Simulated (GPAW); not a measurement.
# Near-edge structure at the Y L₃ edge of YSi2 (P6/mmm), part 2 of 2

Aim: the near-edge shape at the Y L₃ edge of YSi2 (P6/mmm), and what the core hole does to it.

GPAW 26.7.0; X-ray absorption from dipole matrix elements to empty bands, plane-wave PAW LDA.

So far. Step 5 (Spectrum with XCH, Y atom 1): Main maxima below 30 eV (height): 1.6 eV (3.17), 12.6 eV (0.55), 17.6 eV (0.62) and 28.6 eV (0.86).  Step 6 (Spectrum with FCH, Y atom 1): Against the first run the r.m.s. difference is 5 %. The highest intensity below 24 eV goes from 1.6 eV (3.17) to 1.8 eV (3.20).

## Step 7: Spectrum with HCH, Y atom 1

The holes are 5.7 Å apart. The data set carries half a charge, which charge=0 leaves uncompensated but for the background. Half a hole is Slater's transition state, a compromise that weakens the attraction. After the field has converged, empty bands are computed with the density fixed and the dipole matrix elements are summed.

Changed against the first core-hole run: core hole from full to half.

Input file xas.py:

```python
import numpy as np
from ase import Atoms
from ase.parallel import parprint, paropen
from gpaw import GPAW, PW, FermiDirac, Mixer, MixerDif, setup_paths
from gpaw.test import gen
setup_paths.insert(0, '.')
gen('Y', name='hch2p', xcname='LDA', corehole=(2, 1, 0.5), write_xml=True)
from gpaw.mpi import world
world.barrier()

atoms = Atoms('Y3Si6',
    cell=[[-3.85, 0, -4.14],
     [1.925, 3.3341978, -4.14],
     [1.925, -3.3341978, -4.14]],
    scaled_positions=[[0, 0, 0],
     [0.33333333, 0.33333333, 0.33333333],
     [0.66666667, 0.66666667, 0.66666667],
     [0.5, 0.16666667, 0.83333333],
     [0.83333333, 0.5, 0.16666667],
     [0.16666667, 0.83333333, 0.5],
     [0.83333333, 0.16666667, 0.5],
     [0.16666667, 0.5, 0.83333333],
     [0.5, 0.83333333, 0.16666667]],
    pbc=True)
atoms.calc = calc = GPAW(legacy_gpaw=True, mode=PW(430, force_complex_dtype=True), xc='LDA', setups={0: 'hch2p'},
    kpts={'size': (5, 5, 5), 'gamma': True}, occupations=FermiDirac(0.1),
    charge=0, mixer=Mixer(0.1, 5, 50), maxiter=150,
    convergence={'density': 0.0001, 'eigenstates': 1e-6}, txt='scf.txt')
energy = atoms.get_potential_energy() + calc.get_reference_energy()
ef = calc.get_fermi_level()
out = dict(energy=energy, fermi=ef, forces=atoms.get_forces().tolist())
parprint(f'all-electron energy {energy:.4f} eV, Fermi level {ef:.4f} eV')
ev = np.array([[calc.get_eigenvalues(k, s) for k in range(len(calc.get_ibz_k_points()))] for s in range(calc.get_number_of_spins())])
out['homo'], out['lumo'], out['counts'] = ev[ev < ef].max(), ev[ev > ef].min(), sorted(set((ev < ef).sum((0, 2)).tolist()))
out['filled'] = (ev[:, 0] < ef).sum(1).tolist()

from ase.units import Ha
from gpaw.xas import dipole_matrix_elements
nb = int(calc.get_number_of_electrons() / 2) + 113
top, nb = nb, nb + 8 + nb // 12
nscf = calc.fixed_density(kpts={'size': (5, 5, 5), 'gamma': True}, nbands=nb,
    convergence={'bands': top, 'eigenstates': 5e-3}, maxiter=60, txt='nscf.txt')
cell = atoms.cell.array
ops = [cell.T @ U.T @ np.linalg.inv(cell.T) for U in nscf.wfs.kd.symmetry.op_scc]
E = np.arange(-6, 34, 0.1)
fwhm = np.interp(E, [4, 25], [1.5, 3.5])
Y, X, zero, highest = 0, 0, 1e9, 1e9
for spin in range(nscf.get_number_of_spins()):
    wfs = nscf.wfs
    mine = wfs.bd.get_slice()  # this rank's bands
    A = dipole_matrix_elements(wfs.setups[0])
    eps = np.zeros((wfs.kd.nibzkpts, nb))
    d = np.zeros((3, A.shape[1], wfs.kd.nibzkpts, nb), complex)
    for kpt in wfs.kpt_u:
        if kpt.s == spin and 0 in kpt.P_ani:
            eps[kpt.k, mine] = kpt.eps_n * Ha
            d[:, :, kpt.k, mine] = (kpt.weight * wfs.nspins / 2) ** 0.5 * np.inner(A, kpt.P_ani[0])
    world.sum(eps)
    world.sum(d)
    T = np.einsum('amkn,bmkn->abkn', d, d.conj()).real
    T = sum(np.einsum('ai,ijkn,bj->abkn', R, T, R) for R in ops) / len(ops)
    empty = eps > ef
    zero, highest = min(zero, eps[empty].min()), min(highest, eps[:, top - 1].min())
    lines = [(eps, T, empty)] if spin == 0 else lines + [(eps, T, empty)]
for eps, T, empty in lines:
    f = np.einsum('aakn->akn', T).reshape(3, -1)
    x = eps.ravel() - zero
    w = np.interp(x, E, fwhm) / 2.35482
    g = np.exp(-0.5 * ((E[:, None] - x) / w) ** 2) / (w * (2 * np.pi) ** 0.5)
    Y = Y + (f * empty.ravel()) @ g.T
    X = X + (f * ~empty.ravel()) @ g.T
out.update(E=E.round(2).tolist(), xas=Y.tolist(), xes=X.tolist(), zero=zero, valid=highest - zero, nk=len(eps), nb=nb)
for i in range(0, len(E), 10):
    parprint(f'{E[i]:7.2f}', *(f'{v:10.3e}' for v in Y[:, i]))
import json
with paropen('out.json', 'w') as f:
    json.dump(out, f)
```

Run with:

```sh
OMP_NUM_THREADS=1 mpirun -n 4 gpaw python xas.py
```

Wall time 85 s (4 MPI ranks of Intel Xeon Platinum 8488C (Sapphire Rapids), shared host); peak memory 0.42 GiB.

```csv
E (eV),first run,this run
-2.0,0.00,0.00
-1.0,0.09,0.04
0.0,0.98,0.45
1.0,2.77,1.42
2.0,3.02,2.44
3.0,2.34,2.61
4.0,1.50,2.15
5.0,1.05,1.33
6.0,0.99,1.12
7.0,0.87,1.06
8.0,0.69,0.88
9.0,0.56,0.70
10.0,0.49,0.58
11.0,0.49,0.54
12.0,0.54,0.56
13.0,0.55,0.58
14.0,0.50,0.55
15.0,0.47,0.49
16.0,0.52,0.51
17.0,0.60,0.60
18.0,0.61,0.64
19.0,0.53,0.59
20.0,0.44,0.49
21.0,0.39,0.42
22.0,0.37,0.38
23.0,0.39,0.38
24.0,0.43,0.41
25.0,0.52,0.47
26.0,0.65,0.58
27.0,0.78,0.71
28.0,0.85,0.82
29.0,0.86,0.87
30.0,0.83,0.87
31.0,0.79,0.84
```

Against the first run the r.m.s. difference is 30 %. A shift of +0.8 eV leaves 12 %. The highest intensity below 24 eV goes from 1.6 eV (3.17) to 2.8 eV (2.63).

## Step 8: With and without the hole

Both curves are counted from their own zero, so only the shift of weight within the empty states shows.

```csv
E (eV),no hole,XCH
-2.0,0.00,0.00
-1.0,0.03,0.09
0.0,0.25,0.98
1.0,0.71,2.77
2.0,1.38,3.02
3.0,1.99,2.34
4.0,2.46,1.50
5.0,1.79,1.05
6.0,1.37,0.99
7.0,1.24,0.87
8.0,1.13,0.69
9.0,0.92,0.56
10.0,0.78,0.49
11.0,0.66,0.49
12.0,0.63,0.54
13.0,0.66,0.55
14.0,0.62,0.50
15.0,0.55,0.47
16.0,0.55,0.52
17.0,0.63,0.60
18.0,0.70,0.61
19.0,0.66,0.53
20.0,0.56,0.44
21.0,0.47,0.39
22.0,0.42,0.37
23.0,0.40,0.39
24.0,0.41,0.43
25.0,0.46,0.52
26.0,0.56,0.65
27.0,0.69,0.78
28.0,0.81,0.85
29.0,0.89,0.86
30.0,0.92,0.83
31.0,0.93,0.79
```

With each curve scaled to its own mean, the area from −2 to 6 eV with the hole is 12.2 against 9.3, and the centre of weight from −1 to 20 eV moves by -1.6 eV: the hole pulls the absorber's empty states down.

## Step 9: Results

- absorber and edge: Y L₃, atom 1 of the ground-state input (counted from 1)
- surroundings: 12 Si at 3.04 Å (12-fold, site symmetry 6/mmm)
- highest intensity below 24 eV: 1.6 eV above the zero, height 3.17

In words: The Y L₃ edge of atom 1, with 12 Si at 3.04 Å (12-fold, site symmetry 6/mmm), has its highest intensity of the first 24 eV at 1.6 eV above the zero, 3.2 times the mean level of the first 20 eV (Gaussian full width 1.5 eV up to 4 eV, rising linearly to 3.5 eV at 25 eV). With each curve scaled to its own mean, the area from −2 to 6 eV with the hole is 12.2 against 9.3, and the centre of weight from −1 to 20 eV moves by -1.6 eV: the hole pulls the absorber's empty states down. Changing the core hole to FCH alters the shape by 5 % r.m.s., so the result is insensitive to this choice. Changing the core hole from full to half alters the shape by 30 % r.m.s., so the choice matters here. Only the L₃ part is meant: spin–orbit coupling of the core level isn't computed and the L₂ copy isn't added. The holes are only 5.7 Å apart, so the shape is probably not converged with cell size; no larger cell was run here. The structure is a published determination, not relaxed.

[Logs are printed without paths, hosts, clocks, repeated set-up lines and the standing remarks that a program may print on its own settings, such as how far it seeks lower states.]

[Hosts, paths, dates, database ids (printed as entryN), source tags and the programs' standing remarks are cut or masked in the printed files.]

[Lists of maxima count a maximum above −3 eV only where it reaches 4 % of the highest in the window and stands out from its surroundings by 2 % of it (1.5 % where it reaches 55 %); shoulders and weaker maxima are passed over, and of the rest the first, up to two pre-edge ones and the few strongest are named.]
